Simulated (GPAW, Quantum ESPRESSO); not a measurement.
## Cr K-edge XANES of CrB4 (Immm)

Aim: the Cr K edge of CrB4 (Immm) by two routes, a Lanczos recursion (XSpectra) and a sum over empty bands (GPAW), to see which features are robust.

Main program and level: Quantum ESPRESSO 7.5; core-hole supercells, plane-wave PAW LDA (first program; GPAW 26.7.0 follows as the second).

Report form: the programs' logs are mostly left out.

### Step 1. The structure

It takes space group Immm (No. 71, orthorhombic). The conventional cell has a = 2.872 Å, b = 4.748 Å, c = 5.486 Å, α = 90.00°, β = 90.00°, γ = 90.00°. Cr has 12 B at 2.10 to 2.22 Å nearest. B has 4 B at 1.71 to 1.85 Å and 3 Cr at 2.10 to 2.22 Å nearest. Farther neighbours are not listed.

### Step 2. The field without a hole (Quantum ESPRESSO)

The ground state comes first: it tells whether the system has a gap, which decides how the excited electron is treated.

File scf.in:

```
&control
   calculation='scf', prefix='x', pseudo_dir='../pp', outdir='tmp', tprnfor=.true.
/
&system
   ibrav=0, nat=5, ntyp=2, nbnd=15
   ecutwfc=53, ecutrho=350
   occupations='smearing', smearing='mv', degauss=0.015
   nspin=2
   starting_magnetization(1)=0.50
/
&electrons
   conv_thr=5.0e-08, electron_maxstep=120
   mixing_beta=0.3, mixing_mode='local-TF'
/
ATOMIC_SPECIES
Cr3 1.0 Cr.lda-nx-kjpaw.UPF
B 1.0 B.lda-n-kjpaw.UPF
CELL_PARAMETERS angstrom
  -1.43585000 2.37410000 2.74280000
  1.43585000 -2.37410000 2.74280000
  1.43585000 2.37410000 -2.74280000
ATOMIC_POSITIONS crystal
Cr3  0.00000000 0.00000000 0.00000000
B    0.53740000 0.34410000 0.19330000
B    0.46260000 0.65590000 0.80670000
B    0.84920000 0.65590000 0.19330000
B    0.15080000 0.34410000 0.80670000
K_POINTS automatic
11 11 11 0 0 0
```

File Cr.lda-nx-kjpaw.ld1.in:

```
&input
   title='Cr', zed=24., rel=1, iswitch=3, dft='PZ',
   config='[Ar] 4s2 4p0 3d4'
/
&inputp
   file_pseudopw='Cr.lda-nx-kjpaw.UPF', author='',
   lpaw=.true.,
   pseudotype=3,
   lloc=-1,
   rcloc=2.1,
   which_augfun='PSQ',
   rmatch_augfun_nc=.true.,
   nlcc=.true.,
   new_core_ps=.true.,
   rcore=1.3,
   tm=.true.,
   lgipaw_reconstruction=.true., use_paw_as_gipaw=.true.
/
6
4S  1  0  2.00  0.00  1.70  2.30  0.0
4S  1  0  0.00  4.00  1.70  2.30  0.0
4P  2  1  0.00  0.00  1.70  2.30  0.0
4P  2  1  0.00  4.00  1.70  2.30  0.0
3D  3  2  4.00  0.00  1.30  1.90  0.0
3D  3  2  0.00  0.30  1.30  1.90  0.0
```

File B.lda-n-kjpaw.ld1.in:

```
&input
   title='B', zed=5., rel=1, iswitch=3, dft='PZ',
   config='[He] 2s2 2p1'
/
&inputp
   file_pseudopw='B.lda-n-kjpaw.UPF', author='',
   lpaw=.true.,
   pseudotype=3,
   lloc=-1,
   rcloc=1.2,
   which_augfun='PSQ',
   rmatch_augfun_nc=.true.,
   nlcc=.true.,
   new_core_ps=.true.,
   rcore=0.9,
   tm=.true.,
   lgipaw_reconstruction=.true., use_paw_as_gipaw=.true.
/
4
2S  1  0  2.00  0.00  1.00  1.20  0.0
2S  1  0  0.00  3.00  1.00  1.20  0.0
2P  2  1  1.00  0.00  1.00  1.40  0.0
2P  2  1  0.00  1.50  1.00  1.40  0.0
```

Started as:

```bash
$ OMP_NUM_THREADS=1 mpirun --oversubscribe --bind-to none -np 4 pw.x -nk 4 -in scf.in > scf.out
```

The job ended after 55 s (4 MPI ranks of Arm Neoverse V1, shared host; peak memory 0.13 GiB; 3.7 min of CPU time).

Absorbing atoms carry a label of their own (element plus a letter or digit), as the spectrum program needs them as separate species.

The mesh shows no gap, so the system is treated as a metal and the core electron is put at the Fermi level (neutral cell).

### Step 3. Spectrum without a core hole, Cr atom 1 (Quantum ESPRESSO)

Without a hole the spectrum is the empty density of states of the right symmetry on the absorber, weighted by matrix elements. It needs only the small cell and serves as the baseline.

The absorber has 4 B at 2.10 Å and 8 B at 2.22 Å (12-fold, site symmetry mmm).

File xspectra.in:

```
&input_xspectra
   calculation='xanes_dipole', edge='K'
   prefix='x', outdir='tmp', xiabs=1, xe0=11.3851
   xonly_plot=.false., x_save_file='xanes.sav'
   xniter=3000, xcheck_conv=20, xerror=0.005
   xcoordcrys=.false., xepsilon(1)=1, xepsilon(2)=0, xepsilon(3)=0
/
&plot
   xnepoint=306, xemin=-10, xemax=45, terminator=.true., cut_occ_states=.true.
   xgamma=0.54
/
&pseudos
   filecore='../Cr.wfc'
/
&cut_occ
   cut_desmooth=0.1, cut_stepl=0.05, cut_stepu=0.05, cut_ierror=1e-5
/
9 9 9 0 0 0
```

Started as:

```bash
$ OMP_NUM_THREADS=1 mpirun --oversubscribe --bind-to none -np 4 xspectra.x -nk 4 -in xspectra.in > xspectra.out
```

Run time: 6.1 min. Hardware: 4 MPI ranks; peak memory 0.14 GiB; 24 min of CPU time.

The Cr K spectrum, Cr atom 1, no core hole (energy from the energy zero of the input (xe0, at the border of filled and empty states); intensity scaled to a mean of 1 over the first 20 eV; the points at xe0, where the cut of filled states can leave a spike, are interpolated; polarised curves are means over the symmetry-equivalent atoms):

| E (eV) | isotropic | ε ∥ x | ε ∥ y | ε ∥ z |
| --- | --- | --- | --- | --- |
| -2.00 | 0.03 | 0.05 | 0.03 | 0.03 |
| -1.25 | 0.04 | 0.06 | 0.03 | 0.03 |
| -0.50 | 0.06 | 0.10 | 0.04 | 0.04 |
| 0.25 | 0.11 | 0.22 | 0.06 | 0.05 |
| 1.00 | 0.15 | 0.30 | 0.07 | 0.08 |
| 1.75 | 0.18 | 0.32 | 0.10 | 0.11 |
| 2.50 | 0.22 | 0.33 | 0.16 | 0.15 |
| 3.25 | 0.24 | 0.35 | 0.19 | 0.16 |
| 4.00 | 0.21 | 0.30 | 0.18 | 0.15 |
| 4.75 | 0.22 | 0.31 | 0.17 | 0.18 |
| 5.50 | 0.35 | 0.52 | 0.23 | 0.29 |
| 6.25 | 0.53 | 0.74 | 0.43 | 0.42 |
| 7.00 | 0.68 | 0.77 | 0.68 | 0.57 |
| 7.75 | 0.85 | 0.80 | 0.89 | 0.84 |
| 8.50 | 0.97 | 0.80 | 1.07 | 1.04 |
| 9.25 | 0.91 | 0.72 | 0.91 | 1.09 |
| 10.00 | 0.74 | 0.63 | 0.69 | 0.91 |
| 10.75 | 0.77 | 0.55 | 0.62 | 1.12 |
| 11.50 | 0.79 | 0.65 | 0.61 | 1.10 |
| 12.25 | 0.77 | 0.77 | 0.71 | 0.83 |
| 13.00 | 0.92 | 1.01 | 0.93 | 0.84 |
| 13.75 | 1.15 | 1.49 | 0.97 | 0.97 |
| 14.50 | 1.41 | 1.86 | 1.29 | 1.09 |
| 15.25 | 1.47 | 1.86 | 1.57 | 0.98 |
| 16.00 | 1.59 | 2.05 | 1.81 | 0.89 |
| 16.75 | 1.82 | 2.40 | 2.15 | 0.90 |
| 17.50 | 1.98 | 2.78 | 2.22 | 0.95 |
| 18.25 | 2.25 | 3.11 | 2.53 | 1.10 |
| 19.00 | 2.88 | 3.77 | 3.56 | 1.30 |
| 19.75 | 3.00 | 3.00 | 4.57 | 1.43 |
| 20.50 | 2.65 | 2.57 | 3.86 | 1.53 |
| 21.25 | 2.21 | 2.45 | 2.24 | 1.94 |
| 22.00 | 2.16 | 2.51 | 1.51 | 2.46 |
| 22.75 | 1.90 | 1.92 | 1.22 | 2.56 |
| 23.50 | 2.05 | 1.84 | 1.23 | 3.08 |
| 24.25 | 2.13 | 1.40 | 1.62 | 3.37 |
| 25.00 | 2.07 | 1.07 | 1.93 | 3.20 |
| 25.75 | 1.92 | 0.92 | 1.59 | 3.26 |
| 26.50 | 1.98 | 1.05 | 1.63 | 3.25 |
| 27.25 | 2.19 | 1.10 | 1.87 | 3.59 |
| 28.00 | 2.15 | 1.22 | 1.76 | 3.49 |
| 28.75 | 1.86 | 1.35 | 1.64 | 2.58 |
| 29.50 | 1.88 | 1.62 | 1.75 | 2.26 |
| 30.25 | 2.00 | 1.78 | 2.08 | 2.15 |
| 31.00 | 1.99 | 1.94 | 2.07 | 1.96 |
| 31.75 | 1.81 | 1.85 | 1.91 | 1.67 |

Main maxima below 30 eV (height): 8.8 eV (0.99), 11.3 eV (0.80), 19.4 eV (3.01), 23.9 eV (2.16) and 27.7 eV (2.20). A K edge sees empty p states. The first eV above the zero hold little dipole weight, as the lowest empty bands are of d character; the main edge, of 4p character, rises through 0.6 near 7 eV above the zero.

### Step 4. Another broadening

The final state's lifetime shortens with energy, so measured features broaden above the edge; the saved Lanczos coefficients are redrawn with a width that grows.

File xspectra_plot.in:

```
&input_xspectra
   calculation='xanes_dipole', edge='K'
   prefix='x', outdir='tmp', xiabs=1, xe0=11.3851
   xonly_plot=.true., x_save_file='xanes.sav'
   xniter=3000, xcheck_conv=20, xerror=0.005
   xcoordcrys=.false., xepsilon(1)=1, xepsilon(2)=0, xepsilon(3)=0
/
&plot
   xnepoint=306, xemin=-10, xemax=45, terminator=.true., cut_occ_states=.true.
   gamma_mode='variable', gamma_energy(1)=4, gamma_energy(2)=25, gamma_value(1)=0.54, gamma_value(2)=4
/
&pseudos
   filecore='../Cr.wfc'
/
&cut_occ
   cut_desmooth=0.1, cut_stepl=0.05, cut_stepu=0.05, cut_ierror=1e-5
/
9 9 9 0 0 0
```

Started as:

```bash
$ OMP_NUM_THREADS=1 xspectra.x -in xspectra_plot.in > xspectra_plot.out
```

The job ended after 34 s (1 MPI rank; peak memory 0.14 GiB).

With a Lorentzian half width 0.54 eV up to 4 eV, rising linearly to 4 eV at 25 eV, the maxima are 19.9 eV (2.15).

### Step 5. Supercell without a hole, the energy reference (Quantum ESPRESSO)

The photon energy needs a difference of total energies, so the cell and mesh of the coming hole run are first run without a hole.

File scf.in:

```
&control
   calculation='scf', prefix='x', pseudo_dir='../pp', outdir='tmp', tprnfor=.true.
/
&system
   ibrav=0, nat=15, ntyp=2, nbnd=38
   ecutwfc=53, ecutrho=350
   occupations='smearing', smearing='mv', degauss=0.015
   nspin=2
   starting_magnetization(1)=0.50
/
&electrons
   conv_thr=1.5e-07, electron_maxstep=120
   mixing_beta=0.3, mixing_mode='local-TF'
/
ATOMIC_SPECIES
Cr 1.0 Cr.lda-nx-kjpaw.UPF
B 1.0 B.lda-n-kjpaw.UPF
CELL_PARAMETERS angstrom
  0.00000000 -4.74820000 0.00000000
  0.00000000 0.00000000 5.48560000
  -4.30755000 -2.37410000 2.74280000
ATOMIC_POSITIONS crystal
Cr   0.00000000 0.00000000 0.00000000
Cr   0.33333333 0.33333333 0.33333333
Cr   0.66666667 0.66666667 0.66666667
B    0.80670000 0.34410000 0.00000000
B    0.14003333 0.67743333 0.33333333
B    0.47336667 0.01076667 0.66666667
B    0.85996667 0.32256667 0.66666667
B    0.19330000 0.65590000 0.00000000
B    0.52663333 0.98923333 0.33333333
B    0.80670000 0.65590000 0.00000000
B    0.14003333 0.98923333 0.33333333
B    0.47336667 0.32256667 0.66666667
B    0.85996667 0.01076667 0.66666667
B    0.19330000 0.34410000 0.00000000
B    0.52663333 0.67743333 0.33333333
K_POINTS automatic
6 6 6 0 0 0
```

Started as:

```bash
$ OMP_NUM_THREADS=1 mpirun --oversubscribe --bind-to none -np 4 pw.x -nk 4 -in scf.in > scf.out
```

The job ended after 2.5 min (4 MPI ranks; peak memory 0.26 GiB).

Reference energy: -93669.423 eV with the cores included.

### Step 6. The atom with a core hole (Quantum ESPRESSO)

The frozen core must hold the hole, so the absorber gets a data set of its own.

File Cr.lda-nx-kjpaw-1sch.ld1.in:

```
&input
   title='Cr', zed=24., rel=1, iswitch=3, dft='PZ',
   config='1s1 2s2 2p6 3s2 3p6 4s2 4p0 3d5'
/
&inputp
   file_pseudopw='Cr.lda-nx-kjpaw-1sch.UPF', author='',
   lpaw=.true.,
   pseudotype=3,
   lloc=-1,
   rcloc=2.1,
   which_augfun='PSQ',
   rmatch_augfun_nc=.true.,
   nlcc=.true.,
   new_core_ps=.true.,
   rcore=1.3,
   tm=.true.,
   zval=7,
   lgipaw_reconstruction=.true., use_paw_as_gipaw=.true.
/
6
4S  1  0  2.00  0.00  1.53  2.30  0.0
4S  1  0  0.00  4.00  1.53  2.30  0.0
4P  2  1  0.00  0.00  1.53  2.30  0.0
4P  2  1  0.00  4.00  1.53  2.30  0.0
3D  3  2  5.00  0.00  1.17  1.90  0.0
3D  3  2  0.00  0.30  1.17  1.90  0.0
```

Started as:

```bash
$ ld1.x < Cr.lda-nx-kjpaw-1sch.ld1.in > Cr.lda-nx-kjpaw-1sch.ld1.out
```

Wall time 0.77 s (1 MPI rank); peak memory 0.12 GiB.

Removing the core electron and adding it to the valence shell costs the free atom 5996.7 eV.

### Step 7. Supercell with XCH, Cr atom 1 (Quantum ESPRESSO)

The holes are 4.7 Å apart. The excited electron is kept in the cell, where it fills the lowest empty states and screens the hole.

scf.in, as its differences from that of step 5:

```diff
@@ -4,3 +4,3 @@
 &system
-   ibrav=0, nat=15, ntyp=2, nbnd=38
+   ibrav=0, nat=15, ntyp=3, nbnd=38
    ecutwfc=53, ecutrho=350
@@ -8,3 +8,4 @@
    nspin=2
-   starting_magnetization(1)=0.50
+   starting_magnetization(1)=0.43
+   starting_magnetization(2)=0.50
 /
@@ -15,2 +16,3 @@
 ATOMIC_SPECIES
+Cr0 1.0 Cr.lda-nx-kjpaw-1sch.UPF
 Cr 1.0 Cr.lda-nx-kjpaw.UPF
@@ -22,3 +24,3 @@
 ATOMIC_POSITIONS crystal
-Cr   0.00000000 0.00000000 0.00000000
+Cr0  0.00000000 0.00000000 0.00000000
 Cr   0.33333333 0.33333333 0.33333333
```

Started as:

```bash
$ OMP_NUM_THREADS=1 mpirun --oversubscribe --bind-to none -np 4 pw.x -nk 4 -in scf.in > scf.out
```

Elapsed: 8.1 min, on 4 MPI ranks; peak memory 0.28 GiB.

Energy with the hole: -87672.583 eV, cores included.

### Step 8. Spectrum with XCH, Cr atom 1 (Quantum ESPRESSO)

The Lanczos recursion gives the spectrum without computing empty bands; each polarisation needs a run of its own on the full k mesh. xe0 is set between filled and empty states, and states below it are cut, here at the Fermi level, which holds the excited electron. The file of filecore holds the core orbital, taken from the hole-free data set.

xspectra.in, as its differences from that of step 3:

```diff
@@ -2,3 +2,3 @@
    calculation='xanes_dipole', edge='K'
-   prefix='x', outdir='tmp', xiabs=1, xe0=11.3851
+   prefix='x', outdir='tmp', xiabs=1, xe0=11.6888
    xonly_plot=.false., x_save_file='xanes.sav'
@@ -17,2 +17,2 @@
 /
-9 9 9 0 0 0
+6 6 6 0 0 0
```

xspectra_1.in, as its differences from xspectra.in of step 8:

```diff
@@ -5,3 +5,3 @@
    xniter=3000, xcheck_conv=20, xerror=0.005
-   xcoordcrys=.false., xepsilon(1)=1, xepsilon(2)=0, xepsilon(3)=0
+   xcoordcrys=.false., xepsilon(1)=0, xepsilon(2)=1, xepsilon(3)=0
 /
```

xspectra_2.in, as its differences from xspectra_1.in of step 8:

```diff
@@ -5,3 +5,3 @@
    xniter=3000, xcheck_conv=20, xerror=0.005
-   xcoordcrys=.false., xepsilon(1)=0, xepsilon(2)=1, xepsilon(3)=0
+   xcoordcrys=.false., xepsilon(1)=0, xepsilon(2)=0, xepsilon(3)=1
 /
```

Started as:

```bash
$ OMP_NUM_THREADS=1 mpirun --oversubscribe --bind-to none -np 4 xspectra.x -nk 4 -in xspectra.in > xspectra.out
```

Run time: 12 min. Hardware: 4 MPI ranks; peak memory 0.14 GiB; 48 min of CPU time.

The Cr K spectrum, Cr atom 1, excited-electron core hole (neutral cell) (energy from the energy zero of the input (xe0, at the border of filled and empty states); intensity scaled to a mean of 1 over the first 20 eV; the points at xe0, where the cut of filled states can leave a spike, are interpolated; polarised curves are means over the symmetry-equivalent atoms):

| E (eV) | isotropic | ε ∥ x | ε ∥ y | ε ∥ z |
| --- | --- | --- | --- | --- |
| -2.0 | 0.03 | 0.04 | 0.03 | 0.03 |
| -1.0 | 0.04 | 0.06 | 0.03 | 0.04 |
| 0.0 | 0.09 | 0.16 | 0.05 | 0.06 |
| 1.0 | 0.14 | 0.26 | 0.08 | 0.09 |
| 2.0 | 0.18 | 0.28 | 0.13 | 0.14 |
| 3.0 | 0.21 | 0.31 | 0.17 | 0.14 |
| 4.0 | 0.17 | 0.24 | 0.14 | 0.14 |
| 5.0 | 0.30 | 0.45 | 0.21 | 0.25 |
| 6.0 | 0.51 | 0.66 | 0.45 | 0.42 |
| 7.0 | 0.69 | 0.69 | 0.75 | 0.63 |
| 8.0 | 0.89 | 0.72 | 0.97 | 0.99 |
| 9.0 | 0.77 | 0.64 | 0.75 | 0.92 |
| 10.0 | 0.69 | 0.52 | 0.59 | 0.97 |
| 11.0 | 0.72 | 0.60 | 0.59 | 0.97 |
| 12.0 | 0.78 | 0.82 | 0.73 | 0.80 |
| 13.0 | 1.03 | 1.28 | 0.96 | 0.86 |
| 14.0 | 1.31 | 1.73 | 1.21 | 0.99 |
| 15.0 | 1.49 | 1.88 | 1.69 | 0.91 |
| 16.0 | 1.59 | 2.04 | 1.91 | 0.83 |
| 17.0 | 1.99 | 2.82 | 2.21 | 0.93 |
| 18.0 | 2.31 | 3.15 | 2.65 | 1.14 |
| 19.0 | 2.84 | 3.05 | 4.13 | 1.35 |
| 20.0 | 2.35 | 2.26 | 3.17 | 1.62 |
| 21.0 | 1.92 | 2.04 | 1.59 | 2.14 |
| 22.0 | 1.91 | 1.93 | 1.15 | 2.64 |
| 23.0 | 1.86 | 1.48 | 1.13 | 2.95 |
| 24.0 | 1.99 | 1.06 | 1.57 | 3.35 |
| 25.0 | 1.75 | 0.87 | 1.45 | 2.93 |
| 26.0 | 1.88 | 0.98 | 1.61 | 3.05 |
| 27.0 | 1.94 | 1.07 | 1.54 | 3.21 |
| 28.0 | 1.77 | 1.15 | 1.69 | 2.47 |
| 29.0 | 1.66 | 1.49 | 1.63 | 1.86 |
| 30.0 | 1.84 | 1.80 | 1.87 | 1.83 |
| 31.0 | 1.70 | 1.73 | 1.86 | 1.50 |
| 32.0 | 1.56 | 1.74 | 1.77 | 1.17 |

Main maxima below 30 eV (height): 8.2 eV (0.90), 19.0 eV (2.84), 21.6 eV (2.00), 24.1 eV (1.99) and 26.6 eV (2.00). 

The total-energy difference is 5996.84 eV. One term is added: -24.69 eV, since the hole is spin-paired here and a spin-polarised one costs that much less in the free atom (computed apart). The photon energy is then 5972.15 eV. The tabulated edge of the element is 5989 eV. The functional leaves an error in such absolute values: in the free atom LDA prices this hole 14.7 eV below PBE (computed apart), and PBE is itself good to a few eV.

### Step 9. Another broadening

xspectra_plot.in, as its differences from that of step 4:

```diff
@@ -2,3 +2,3 @@
    calculation='xanes_dipole', edge='K'
-   prefix='x', outdir='tmp', xiabs=1, xe0=11.3851
+   prefix='x', outdir='tmp', xiabs=1, xe0=11.6888
    xonly_plot=.true., x_save_file='xanes.sav'
@@ -17,2 +17,2 @@
 /
-9 9 9 0 0 0
+6 6 6 0 0 0
```

Started as:

```bash
$ OMP_NUM_THREADS=1 xspectra.x -in xspectra_plot.in > xspectra_plot.out
```

The job ended after 13 s (1 MPI rank; peak memory 0.06 GiB).

With a Lorentzian half width 0.54 eV up to 4 eV, rising linearly to 4 eV at 25 eV, the maxima are 2.8 eV (0.24) and 19.0 eV (2.05).

### Step 10. Ground state of the crystal (GPAW)

The second program starts from its own ground state, on the same cell and functional.

File scf.py:

```python
import numpy as np
from ase import Atoms
from ase.parallel import parprint, paropen
from gpaw import GPAW, PW, FermiDirac, Mixer, MixerDif, setup_paths
from gpaw.test import gen
setup_paths.insert(0, '.')
gen('Cr', name='nch1s', xcname='LDA', corehole=(1, 0, 0), write_xml=True)
from gpaw.mpi import world
world.barrier()

atoms = Atoms('CrB4',
    cell=[[-1.43585, 2.3741, 2.7428],
     [1.43585, -2.3741, 2.7428],
     [1.43585, 2.3741, -2.7428]],
    scaled_positions=[[0, 0, 0],
     [0.5374, 0.3441, 0.1933],
     [0.4626, 0.6559, 0.8067],
     [0.8492, 0.6559, 0.1933],
     [0.1508, 0.3441, 0.8067]],
    magmoms=[3.0, 0.0, 0.0, 0.0, 0.0],
    pbc=True)
atoms.calc = calc = GPAW(legacy_gpaw=True, mode=PW(500), xc='LDA', setups={0: 'nch1s'},
    kpts={'size': (10, 10, 10), 'gamma': True}, occupations=FermiDirac(0.05),
    charge=0, mixer=MixerDif(0.05, 8, 50), maxiter=150,
    convergence={'density': 0.0001}, txt='scf.txt')
energy = atoms.get_potential_energy() + calc.get_reference_energy()
ef = calc.get_fermi_level()
out = dict(energy=energy, fermi=ef, forces=atoms.get_forces().tolist(), magmoms=atoms.get_magnetic_moments().tolist())
parprint(f'all-electron energy {energy:.4f} eV, Fermi level {ef:.4f} eV')
ev = np.array([[calc.get_eigenvalues(k, s) for k in range(len(calc.get_ibz_k_points()))] for s in range(calc.get_number_of_spins())])
out['homo'], out['lumo'], out['counts'] = ev[ev < ef].max(), ev[ev > ef].min(), sorted(set((ev < ef).sum((0, 2)).tolist()))
out['filled'] = (ev[:, 0] < ef).sum(1).tolist()
import json
with paropen('out.json', 'w') as f:
    json.dump(out, f)
```

Started as:

```bash
$ OMP_NUM_THREADS=1 mpirun -n 4 gpaw python scf.py
```

It took 1.8 min on 4 MPI ranks; peak memory 0.24 GiB.

The mesh shows no gap, so the system is treated as a metal and the core electron is put at the Fermi level (neutral cell).

### Step 11. Supercell without a hole, the energy reference (GPAW)

Total energies of two programs can't be mixed, so the cell and mesh of GPAW's hole run get a reference energy of their own.

scf.py, as its differences from that of step 10:

```diff
@@ -10,15 +10,25 @@
 
-atoms = Atoms('CrB4',
-    cell=[[-1.43585, 2.3741, 2.7428],
-     [1.43585, -2.3741, 2.7428],
-     [1.43585, 2.3741, -2.7428]],
+atoms = Atoms('Cr3B12',
+    cell=[[0, -4.7482, 0],
+     [0, 0, 5.4856],
+     [-4.30755, -2.3741, 2.7428]],
     scaled_positions=[[0, 0, 0],
-     [0.5374, 0.3441, 0.1933],
-     [0.4626, 0.6559, 0.8067],
-     [0.8492, 0.6559, 0.1933],
-     [0.1508, 0.3441, 0.8067]],
-    magmoms=[3.0, 0.0, 0.0, 0.0, 0.0],
+     [0.33333333, 0.33333333, 0.33333333],
+     [0.66666667, 0.66666667, 0.66666667],
+     [0.8067, 0.3441, 0],
+     [0.14003333, 0.67743333, 0.33333333],
+     [0.47336667, 0.01076667, 0.66666667],
+     [0.85996667, 0.32256667, 0.66666667],
+     [0.1933, 0.6559, 0],
+     [0.52663333, 0.98923333, 0.33333333],
+     [0.8067, 0.6559, 0],
+     [0.14003333, 0.98923333, 0.33333333],
+     [0.47336667, 0.32256667, 0.66666667],
+     [0.85996667, 0.01076667, 0.66666667],
+     [0.1933, 0.3441, 0],
+     [0.52663333, 0.67743333, 0.33333333]],
+    magmoms=[3.0, 3.0, 3.0, 0.0, 0.0, 0.0, 0.0, 0.0, 0.0, 0.0, 0.0, 0.0, 0.0, 0.0, 0.0],
     pbc=True)
 atoms.calc = calc = GPAW(legacy_gpaw=True, mode=PW(500), xc='LDA', setups={0: 'nch1s'},
-    kpts={'size': (10, 10, 10), 'gamma': True}, occupations=FermiDirac(0.05),
+    kpts={'size': (4, 4, 4), 'gamma': True}, occupations=FermiDirac(0.1),
     charge=0, mixer=MixerDif(0.05, 8, 50), maxiter=150,
```

Run time: 1.7 min. Hardware: 4 MPI ranks; peak memory 0.36 GiB.

Reference energy: -93657.539 eV with the cores included.

(Continued in part 2 of 2.)

[Logs are printed without paths, hosts, clocks, repeated set-up lines and the standing remarks that a program may print on its own settings, such as how far it seeks lower states.]

[Hosts, paths, dates, database ids (printed as entryN), source tags and the programs' standing remarks are cut or masked in the printed files.]

[Lists of maxima count a maximum above −3 eV only where it reaches 4 % of the highest in the window and stands out from its surroundings by 2 % of it (1.5 % where it reaches 55 %); shoulders and weaker maxima are passed over, and of the rest the first, up to two pre-edge ones and the few strongest are named.]
